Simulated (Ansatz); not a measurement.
# LuH2 (Fm-3m): phonon-mediated transition temperature, part 2 of 3

Each step names its level of theory.

So far, log mean phonon energy ħω_log (meV): step 2 (electron–phonon run: PseudoDojo files) 25.1.

## 3. Resistivity: finite displacements

Finite displacements in a supercell are the other road to force constants and couplings; here with the base functional.

This step: DFT PBEsol, scalar-relativistic, plane waves, PAW (Ansatz 0.2.0).

input.yaml

```yaml
crystal:
  lattice:
    - [0.0, 2.4792260564, 2.4792260564]
    - [2.4792260564, 0.0, 2.4792260564]
    - [2.4792260564, 2.4792260564, 0.0]
  atoms:
    - { symbol: Lu, position: [0.0, 0.0, 0.0] }
    - { symbol: H, position: [0.25, 0.25, 0.25] }
    - { symbol: H, position: [0.75, 0.75, 0.75] }
kpoints:
  mp_grid: { grid: [8, 8, 8] }
hamiltonian:
  xc: pbesol
scf:
  occupations: { method: methfessel_paxton, width: 0.2 }
output:
  eigenvalues: true
phonons:
  method: fd
  supercell: [2, 2, 2]
  temperatures: { t_max: 1000, t_step: 50 }
  qpath:
    path:
      - [[0.0, 0.0, 0.0], [0.5, 0.0, 0.5], [0.625, 0.25, 0.625]]
      - [[0.375, 0.375, 0.75], [0.0, 0.0, 0.0], [0.5, 0.5, 0.5], [0.5, 0.25, 0.75], [0.5, 0.0, 0.5]]
    npoints: 10
  electrical_resistivity:
    mesh: [12, 12, 12]
    temperatures: [20.0, 50.0, 80.0, 100.0, 150.0, 200.0, 273.0, 300.0, 400.0, 500.0, 600.0, 800.0]
  superconductivity: { mesh: [12, 12, 12], eliashberg_equations: false }
```

On the command line:

```bash
> ansatz run input.yaml --threads 8 --pin off --max-ram 16384MiB --backend cpu --events-out ev --progress --plain --runs-dir out
```

Numbers of over 12 decimals in the logs are rounded to 6 here.

Log:

```text
[...]
Crystal: 24 atoms, lattice volume = 243.819 Å³
Basis set: ecut = 420 eV, 4693 PW (Γ), exchange–correlation on 96×96×96 points (8 copies of the dense FFT grid, shifted against one another)
Bands: 144, of which v1, the nominal top of the filled ones, is band 108 counted from 1 (107 counted from 0)
Symmetry: 384 space group operations
k-points: 8 of 64
[...]
SCF iter   1: F=—  HF=-117159.536139 eV  |F-HF|=—  |Δ(HF+E_count)|=         —  Δρ=4.64e-8  dr2=9.18e-13  ethr=1.00e-12  ⟨swp⟩=3.0  Hψ=2807  notcnv=0
[...]
SCF iter   2: F=-117159.536139 eV  HF=-117159.536139 eV  |F-HF|=2.91e-11  |Δ(HF+E_count)|=    0.00e0  S|Δr|=    0.00e0  Δρ=3.24e-8  dr2=1.05e-12  ethr=1.00e-12  ⟨swp⟩=4.9  Hψ=3863  notcnv=0
SCF 1 converged in 2 iterations: F = -117159.536139 eV  dr2 = 1.05e-12
[...]
Symmetry: 8 space group operations
k-points: 13 of 64 (time reversal used)
iter 1 solved again at ethr=1.86e-8 eV; its pass at ethr=3.10e-3 eV (dr2=4.01e-5 eV) is discarded
[...]
SCF iter   9: F=-117159.536109 eV  HF=-117159.536109 eV  |F-HF|=1.46e-11  |Δ(HF+E_count)|=  4.37e-11  S|Δr|=    0.00e0  Δρ=4.14e-8  dr2=2.06e-12  ethr=1.00e-12  ⟨swp⟩=8.3  Hψ=11695  notcnv=0
SCF 2 converged in 9 iterations: F = -117159.536109 eV  dr2 = 2.06e-12
[...]
Symmetry: 4 space group operations
k-points: 18 of 64 (time reversal used)
[...]
SCF iter  10: F=-117159.536125 eV  HF=-117159.536125 eV  |F-HF|=2.91e-11  |Δ(HF+E_count)|=  2.91e-11  S|Δr|=    0.00e0  Δρ=1.09e-8  dr2=2.10e-13  ethr=1.00e-12  ⟨swp⟩=6.9  Hψ=13519  notcnv=0
SCF 3 converged in 10 iterations: F = -117159.536125 eV  dr2 = 2.10e-13
[...]
Crystal: 3 atoms, lattice volume = 30.477 Å³
Basis set: ecut = 420 eV, 609 PW (Γ), exchange–correlation on 48×48×48 points (8 copies of the dense FFT grid, shifted against one another)
Bands: 18, of which v1, the nominal top of the filled ones, is band 14 counted from 1 (13 counted from 0)
Symmetry: 48 space group operations
k-points: 29 of 512
[...]
SCF iter   1: F=—  HF=-14644.947172 eV  |F-HF|=—  |Δ(HF+E_count)|=         —  Δρ=7.25e-3  dr2=1.02e-2  ethr=1.77e-3  ⟨swp⟩=5.3  Hψ=2929  notcnv=0
[...]
SCF iter   8: F=-14644.942017 eV  HF=-14644.942017 eV  |F-HF|=3.64e-12  |Δ(HF+E_count)|=  1.38e-10  S|Δr|=    0.00e0  Δρ=1.22e-7  dr2=2.56e-12  ethr=1.00e-12  ⟨swp⟩=5.0  Hψ=1891  notcnv=0
SCF 4 converged in 8 iterations: F = -14644.942017 eV  dr2 = 2.56e-12
NSCF: frozen V_eff on 72 k-points
SCF converged after 2 iterations
[...]
Free energy (F): -117159.536139 eV
[...]
Internal energy: -117159.494726 eV  (E = F + TS)
E sigma→0 (E₀):  -117159.525785 eV
Entropy (-TS):   -0.041413 eV (-1.726 meV/atom)
Fermi energy:    13.814046 eV
[...]
--- Band table (eV; the first three rows and the last of 8) ---
  k-point 0: bands = [... 104 lower, 11.3715, 11.3715, 13.4849, 15.2124, 15.2124, 15.2124, 15.2836, 15.2836, ... 32 higher]
  k-point 1: bands = [... 104 lower, 12.0612, 12.0612, 12.1276, 14.4422, 14.4422, 14.4422, 15.4113, 15.4113, ... 32 higher]
  k-point 2: bands = [... 104 lower, 13.2173, 13.2173, 13.2173, 13.2173, 13.2173, 13.2173, 15.6267, 15.6267, ... 32 higher]
  k-point 7: bands = [... 104 lower, 13.0970, 13.0970, 13.0970, 13.0970, 14.6653, 14.6653, 14.6653, 14.6653, ... 32 higher]
--- Phonons: 2 displaced members + reference (amplitude 0.0025 Å, Σ member SCF iterations 19) ---
  symmetry images taken by strict's conditions (phonons.symmetry_images: auto; settled by the scattering of the electrons by the phonons, which is asked for)
  ASR residual: 3.567e-4 → 0.000e0 eV/Å²; symmetrization residual: 3.611e-5 eV/Å²
  largest component of a force at the reference: 1.6e-18 eV/Å
  ASR residual per site (eV/Å²): 3.57e-4 3.18e-5 3.18e-5
  Γ frequencies (cm⁻¹): 0.00 0.00 0.00 992.56 992.56 992.56 1182.66 1182.66 1182.66
[...]
--- Electrical resistivity: potentials and phonons of a 2×2×2 supercell ---
[...]
at the Fermi level of each mesh (of a tensor a third of its trace):
[...]
12×12×12                     0.2893              5.1114    0.2580    0.3336          24.973
          6×6×6                     0.2832              5.0575    0.2523    0.3233          25.306
          3×3×3                     0.2832              4.8072    0.2118    0.3151          28.494
  resistivity on the deck's mesh, µΩ·cm:
[...]
20.00     7.0102e-3              no     7.0102e-3     7.0102e-3     7.0102e-3       1.7521e-2         9.1486e-3
     50.00     5.8840e-1             yes     5.8840e-1     5.8840e-1     5.8840e-1       8.3053e-1         5.4433e-1
     80.00      1.9419e0             yes      1.9419e0      1.9419e0      1.9419e0        2.1824e0          1.6238e0
    100.00      2.8693e0             yes      2.8693e0      2.8693e0      2.8693e0        3.0877e0          2.3553e0
    150.00      5.0245e0             yes      5.0245e0      5.0245e0      5.0245e0        5.2612e0          4.0780e0
    200.00      7.0798e0             yes      7.0798e0      7.0798e0      7.0798e0        7.3904e0          5.7369e0
    273.00      1.0164e1             yes      1.0164e1      1.0164e1      1.0164e1        1.0637e1          8.2471e0
    300.00      1.1360e1             yes      1.1360e1      1.1360e1      1.1360e1        1.1905e1          9.2275e0
    400.00      1.6053e1             yes      1.6053e1      1.6053e1      1.6053e1        1.6883e1          1.3100e1
    500.00      2.1025e1             yes      2.1025e1      2.1025e1      2.1025e1        2.2136e1          1.7232e1
    600.00      2.6116e1             yes      2.6116e1      2.6116e1      2.6116e1        2.7498e1          2.1478e1
    800.00      3.6350e1             yes      3.6350e1      3.6350e1      3.6350e1        3.8268e1          3.0034e1
[...]
not converged in the mesh (λ; λ_tr; the resistivity at 20 K by 2.96 %): between neighbouring meshes, the two finest first, λ moves by 2.18 % and 16.06 %, λ_tr by 3.09 % and 2.56 % and the resistivity by up to 2.96 % and 13.99 %; an estimate, no bound, puts it up to 2.4e-7 % above the Boltzmann equation's exact value after up to 5 iterations (at most 30 are made, fewer where the estimate is under 1.0e-6 % of each spin channel's own resistivity)
  vibrations of 8 cells: unjudged by the run; compare a larger repeat
[...]
--- Superconductivity: potentials and phonons of a 2×2×2 supercell ---
[...]
mesh         λ    ħω_log (meV)  μ* declared at (meV)
       12×12×12    0.2580          24.973               70.327
          6×6×6    0.2523          25.306               71.088
          3×3×3    0.2118          28.494               77.442
  λ by the species' shares of the modes' patterns: Lu 0.1914, H 0.0666
[...]
0.08      0.088         0.089             -             -             -             -              -
      0.10      0.024         0.024             -             -             -             -              -
      0.12      0.004         0.004             -             -             -             -              -
      0.13      0.001         0.001             -             -             -             -              -
      0.14      0.000         0.000             -             -             -             -              -
      0.16      0.000         0.000             -             -             -             -              -
      0.20      0.000         0.000             -             -             -             -              -
[...]
vibrations of 8 cells: unjudged by the run; compare a larger repeat
[...]
```

It took 46 s on 8 threads of Arm Neoverse N1, shared host; peak memory 1.8 GiB; 5.5 min of CPU time.

This step gave:

```yaml
volume_per_atom: 10.16 Å³
resistivity_at_300_k: 11.36 μΩ cm
coupling_constant_lambda: 0.258
density_of_states_at_the_fermi_level: 0.2893 states/eV a spin and cell
log_mean_phonon_energy_omega_log: 24.97 meV
transport_coupling_constant_lambda_tr: 0.3336, 0.3336, 0.3336 (xx, yy, zz)
drude_plasma_energy: 5.111, 5.111, 5.111 eV (xx, yy, zz)
resistivity_times_mean_free_path: 13.76, 13.76, 13.76 × 10⁻¹⁶ Ω m² (xx, yy, zz)
second_moment_phonon_energy_omega: 70.33 meV
```

An empty cell: under 1 mK by a formula, or no transition down to the floor of the Eliashberg search. Transition temperatures:

```
  μ*  McMillan Tc (K)  Allen–Dynes Tc (K)
0.08           0.0877              0.0885
 0.1            0.024              0.0243
0.12          0.00397             0.00401
0.13          0.00121             0.00122
0.14                -                   -
0.16                -                   -
 0.2                -                   -
```

(Part 2 of 3 ends here.)

[Logs are printed without paths, hosts, clocks, repeated set-up lines and the standing remarks that a program may print on its own settings, such as how far it seeks lower states.]

[Hosts, paths, dates, database ids (printed as entryN), source tags and the programs' standing remarks are cut or masked in the printed files.]
